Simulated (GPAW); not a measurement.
# F K-edge XANES of KMnF3 (Pm-3m), part 3 of 3

What does one-electron theory with a core hole give for the F K edge of KMnF3 (Pm-3m)?

GPAW 26.7.0; X-ray absorption from dipole matrix elements to empty bands, plane-wave PAW LDA+U.

So far. Step 5 (Spectrum with FCH, F atom 3): Main maxima below 24 eV (height): 2.4 eV (1.84), 3.8 eV (2.51), 5.8 eV (1.70) and 15.9 eV (1.29).  Step 5 (Spectrum with FCH, F atom 3): The hole costs E(hole) − E(ground) = 674.74 eV, and the lowest empty level of the hole cell on the spectrum's mesh lies at 5.17 eV, which puts the zero at 679.91 eV.

**8. Spectrum with FCH, F atom 3**

A test of how far the result depends on this setting.

Changed against the first core-hole run: broadening from Gaussian full width 0.9 eV up to 4 eV, rising linearly to 3.5 eV at 25 eV to Gaussian full width 0.5 eV up to 4 eV, rising linearly to 1.5 eV at 25 eV.

Contents of xas.py:

```python
import numpy as np
from ase import Atoms
from ase.parallel import parprint, paropen
from gpaw import GPAW, PW, FermiDirac, Mixer, MixerDif, setup_paths
from gpaw.test import gen
setup_paths.insert(0, '.')
gen('F', name='fch1s', xcname='LDA', corehole=(1, 0, 1), write_xml=True)
from gpaw.mpi import world
world.barrier()

atoms = Atoms('Mn4K4F12',
    cell=[[4.1893, 4.1893, 4.1893],
     [-4.1893, 4.1893, -4.1893],
     [-4.1893, -4.1893, 4.1893]],
    scaled_positions=[[0, 0, 0],
     [0, 0.5, 0.5],
     [0.5, 0, 0.5],
     [0.5, 0.5, 0],
     [0.5, 0, 0],
     [0.5, 0.5, 0.5],
     [0, 0, 0.5],
     [0, 0.5, 0],
     [0.25, 0, 0.25],
     [0.25, 0.5, 0.75],
     [0.75, 0, 0.75],
     [0.75, 0.5, 0.25],
     [0.25, 0.25, 0],
     [0.25, 0.75, 0.5],
     [0.75, 0.25, 0.5],
     [0.75, 0.75, 0],
     [0, 0.75, 0.75],
     [0, 0.25, 0.25],
     [0.5, 0.75, 0.25],
     [0.5, 0.25, 0.75]],
    magmoms=[4.0, 4.0, 4.0, 4.0, 0.0, 0.0, 0.0, 0.0, 0.0, 0.0, 0.0, 0.0, 0.0, 0.0, 0.0, 0.0, 0.0, 0.0, 0.0, 0.0],
    pbc=True)
atoms.calc = calc = GPAW(legacy_gpaw=True, mode=PW(500), xc='LDA', setups={'Mn': ':d,4', 8: 'fch1s'},
    kpts={'size': (2, 2, 2), 'gamma': True}, occupations=FermiDirac(0.02),
    charge=0, mixer=MixerDif(0.05, 8, 50), maxiter=150,
    convergence={'density': 0.0001}, txt='scf.txt')
energy = atoms.get_potential_energy() + calc.get_reference_energy()
ef = calc.get_fermi_level()
out = dict(energy=energy, fermi=ef, forces=atoms.get_forces().tolist(), magmoms=atoms.get_magnetic_moments().tolist())
parprint(f'all-electron energy {energy:.4f} eV, Fermi level {ef:.4f} eV')
ev = np.array([[calc.get_eigenvalues(k, s) for k in range(len(calc.get_ibz_k_points()))] for s in range(calc.get_number_of_spins())])
out['homo'], out['lumo'], out['counts'] = ev[ev < ef].max(), ev[ev > ef].min(), sorted(set((ev < ef).sum((0, 2)).tolist()))
out['filled'] = (ev[:, 0] < ef).sum(1).tolist()

from ase.units import Ha
from gpaw.xas import dipole_matrix_elements
nb = int(calc.get_number_of_electrons() / 2) + 197
top, nb = nb, nb + 8 + nb // 12
nscf = calc.fixed_density(kpts={'size': (3, 3, 3), 'gamma': True}, nbands=nb,
    convergence={'bands': top, 'eigenstates': 1e-5}, maxiter=60, txt='nscf.txt')
cell = atoms.cell.array
ops = [cell.T @ U.T @ np.linalg.inv(cell.T) for U in nscf.wfs.kd.symmetry.op_scc]
filled = [100, 80]  # bands filled in the ground state, by spin
E = np.arange(-6, 34, 0.1)
fwhm = np.interp(E, [4, 25], [0.5, 1.5])
Y, X, zero, highest = 0, 0, 1e9, 1e9
for spin in range(nscf.get_number_of_spins()):
    wfs = nscf.wfs
    A = dipole_matrix_elements(wfs.setups[8])
    eps = np.zeros((wfs.kd.nibzkpts, nb))
    d = np.zeros((3, A.shape[1], wfs.kd.nibzkpts, nb), complex)
    for kpt in wfs.kpt_u:
        if kpt.s == spin and 8 in kpt.P_ani:
            eps[kpt.k] = kpt.eps_n * Ha
            d[:, :, kpt.k] = (kpt.weight * wfs.nspins / 2) ** 0.5 * np.inner(A, kpt.P_ani[8])
    world.sum(eps)
    world.sum(d)
    T = np.einsum('amkn,bmkn->abkn', d, d.conj()).real
    T = sum(np.einsum('ai,ijkn,bj->abkn', R, T, R) for R in ops) / len(ops)
    empty = np.ones_like(eps, bool) & (np.arange(nb) >= filled[spin])
    zero, highest = min(zero, eps[empty].min()), min(highest, eps[:, top - 1].min())
    lines = [(eps, T, empty)] if spin == 0 else lines + [(eps, T, empty)]
for eps, T, empty in lines:
    f = np.einsum('aakn->akn', T).reshape(3, -1)
    x = eps.ravel() - zero
    w = np.interp(x, E, fwhm) / 2.35482
    g = np.exp(-0.5 * ((E[:, None] - x) / w) ** 2) / (w * (2 * np.pi) ** 0.5)
    Y = Y + (f * empty.ravel()) @ g.T
    X = X + (f * ~empty.ravel()) @ g.T
out.update(E=E.round(2).tolist(), xas=Y.tolist(), xes=X.tolist(), zero=zero, valid=highest - zero, nk=len(eps), nb=nb)
for i in range(0, len(E), 10):
    parprint(f'{E[i]:7.2f}', *(f'{v:10.3e}' for v in Y[:, i]))
import json
with paropen('out.json', 'w') as f:
    json.dump(out, f)
```

Started as:

```bash
OMP_NUM_THREADS=1 mpirun -n 4 gpaw python xas.py
```

Numbers of over 12 decimals in the logs are rounded to 6 here.

Output:

```text
Input parameters:
  convergence: {density: 0.0001}
  kpts: {gamma: True,
         size: (2, 2, 2)}
  maxiter: 150
  mixer: {backend: pulay,
          beta: 0.05,
          method: difference,
          nmaxold: 8,
          weight: 50}
  mode: {ecut: 500.0,
         name: pw}
  occupations: {fixmagmom: False,
                name: fermi-dirac,
                width: 0.02}
  setups: {8: fch1s,
           Mn: :d,4}

[...]
2s:      -1.877741    -1.879888
2p:      -1.212468    -1.215269
*d:                   -0.058611
*f:                   -0.013370
-------------------------------
all-electron energy -223020.2130 eV, Fermi level 4.1607 eV
  -6.00 3.281e-205 3.281e-205 1.569e-204
  -5.00 3.142e-152 3.142e-152 1.503e-151
  -4.00 7.007e-109 7.007e-109 3.351e-108
  -3.00  4.433e-75  4.433e-75  1.996e-74
[...]
32.00  4.958e-05  4.958e-05  4.680e-05
  33.00  2.863e-05  2.863e-05  4.375e-05
[key lines of the parts left out:]
Converged after 17 iterations.
Dipole moment: (0.000000, 0.000000, -0.964637) |e|*Ang
Free energy:   -151.460563
Fermi level: 4.16070
```

Elapsed: 5.7 min, on 4 MPI ranks of Arm Neoverse V2, shared host; peak memory 0.71 GiB; 23 min of CPU time.

| E (eV) | first run | this run |
| --- | --- | --- |
| -2.0 | 0.00 | 0.00 |
| -1.0 | 0.00 | 0.00 |
| 0.0 | 0.00 | 0.00 |
| 1.0 | 0.09 | 0.08 |
| 2.0 | 1.51 | 1.98 |
| 3.0 | 1.84 | 1.72 |
| 4.0 | 2.40 | 2.50 |
| 5.0 | 1.60 | 1.53 |
| 6.0 | 1.68 | 2.00 |
| 7.0 | 1.06 | 0.79 |
| 8.0 | 1.05 | 1.22 |
| 9.0 | 0.84 | 0.73 |
| 10.0 | 0.84 | 0.96 |
| 11.0 | 0.59 | 0.53 |
| 12.0 | 0.36 | 0.32 |
| 13.0 | 0.35 | 0.26 |
| 14.0 | 0.62 | 0.44 |
| 15.0 | 1.09 | 1.20 |
| 16.0 | 1.29 | 1.58 |
| 17.0 | 1.10 | 1.09 |
| 18.0 | 0.82 | 0.80 |
| 19.0 | 0.62 | 0.55 |
| 20.0 | 0.59 | 0.42 |
| 21.0 | 0.73 | 0.66 |
| 22.0 | 0.94 | 1.00 |
| 23.0 | 1.09 | 1.26 |
| 24.0 | 1.14 | 1.07 |
| 25.0 | 1.16 | 1.23 |
| 26.0 | 1.20 | 1.17 |
| 27.0 | 1.30 | 1.17 |
| 28.0 | 1.42 | 1.48 |
| 29.0 | 1.50 | 1.68 |
| 30.0 | 1.42 | 1.69 |
| 31.0 | 1.20 | 1.23 |
| 32.0 | 0.93 | 0.77 |

Against the first run the r.m.s. difference is 14 %. The highest intensity below 16 eV goes from 3.8 eV (2.51) to 3.8 eV (2.90).

The photon energy of the zero moves by +0.00 eV.

**9. With and without the hole**

Both curves are counted from their own zero, so only the shift of weight within the empty states shows.

| E (eV) | no hole | FCH |
| --- | --- | --- |
| -2.0 | 0.00 | 0.00 |
| -1.0 | 0.00 | 0.00 |
| 0.0 | 0.00 | 0.00 |
| 1.0 | 0.08 | 0.09 |
| 2.0 | 0.38 | 1.51 |
| 3.0 | 1.32 | 1.84 |
| 4.0 | 1.43 | 2.40 |
| 5.0 | 1.86 | 1.60 |
| 6.0 | 2.11 | 1.68 |
| 7.0 | 1.40 | 1.06 |
| 8.0 | 1.41 | 1.05 |
| 9.0 | 1.49 | 0.84 |
| 10.0 | 1.44 | 0.84 |
| 11.0 | 0.94 | 0.59 |
| 12.0 | 0.61 | 0.36 |
| 13.0 | 0.43 | 0.35 |
| 14.0 | 0.42 | 0.62 |
| 15.0 | 0.68 | 1.09 |
| 16.0 | 1.03 | 1.29 |
| 17.0 | 1.14 | 1.10 |
| 18.0 | 0.93 | 0.82 |
| 19.0 | 0.66 | 0.62 |
| 20.0 | 0.50 | 0.59 |
| 21.0 | 0.49 | 0.73 |
| 22.0 | 0.58 | 0.94 |
| 23.0 | 0.71 | 1.09 |
| 24.0 | 0.82 | 1.14 |
| 25.0 | 0.89 | 1.16 |
| 26.0 | 0.92 | 1.20 |
| 27.0 | 0.93 | 1.30 |
| 28.0 | 1.00 | 1.42 |
| 29.0 | 1.14 | 1.50 |
| 30.0 | 1.26 | 1.42 |
| 31.0 | 1.23 | 1.20 |
| 32.0 | 1.06 | 0.93 |

With each curve scaled to its own mean, the area from −2 to 6 eV with the hole is 8.2 against 6.0, and the centre of weight from −1 to 20 eV moves by -0.5 eV: the hole pulls the absorber's empty states down.

**10. Results**

```
absorber and edge                                    : F K, atom 3 of the ground-state input (counted from 1)
surroundings                                         : 2 Mn at 2.09 Å (linear, site symmetry 4/mmm)
highest intensity below 16 eV                        : 3.8 eV above the zero, height 2.51
photon energy of the zero (spin-polarised hole, raw) : 679.9 eV (LDA puts this hole about 5 eV below PBE, itself good to a few eV)
```

In words: The F K edge of atom 3, with 2 Mn at 2.09 Å (linear, site symmetry 4/mmm), has its highest intensity of the first 16 eV at 3.8 eV above the zero, near 684 eV in photon energy (LDA puts this hole about 5 eV below PBE, itself good to a few eV), 2.5 times the mean level of the first 20 eV (Gaussian full width 0.9 eV up to 4 eV, rising linearly to 3.5 eV at 25 eV). With each curve scaled to its own mean, the area from −2 to 6 eV with the hole is 8.2 against 6.0, and the centre of weight from −1 to 20 eV moves by -0.5 eV: the hole pulls the absorber's empty states down. A cell with holes 4.2 Å apart changes the curve by 33 % r.m.s. (30 % after the best shift). Changing the broadening from Gaussian full width 0.9 eV up to 4 eV, rising linearly to 3.5 eV at 25 eV to Gaussian full width 0.5 eV up to 4 eV, rising linearly to 1.5 eV at 25 eV alters the shape by 14 % r.m.s., a modest effect on the whole. The hole lies in one spin channel, while the script sums the empty states of both and takes the lower zero; where the two channels are split, this blurs and shifts the curve. The spins start ferromagnetically in a simple order, which needn't be the measured one; gap and edge can depend on it. The mesh is coarse (0.35 Å⁻¹ between points), so small maxima may be mesh ripples. Lifetime broadening is put in by hand, and intensities beyond about 20 eV depend on it and on the partial waves. The structure is a published determination, not relaxed.

[Banner, clock and machine lines of the logs are left out without a mark of their own.]

[Logs are printed without paths, hosts, clocks, repeated set-up lines and the standing remarks that a program may print on its own settings, such as how far it seeks lower states.]

[Hosts, paths, dates, database ids (printed as entryN), source tags and the programs' standing remarks are cut or masked in the printed files.]

[Lists of maxima count a maximum above −3 eV only where it reaches 4 % of the highest in the window and stands out from its surroundings by 2 % of it (1.5 % where it reaches 55 %); shoulders and weaker maxima are passed over, and of the rest the first, up to two pre-edge ones and the few strongest are named.]
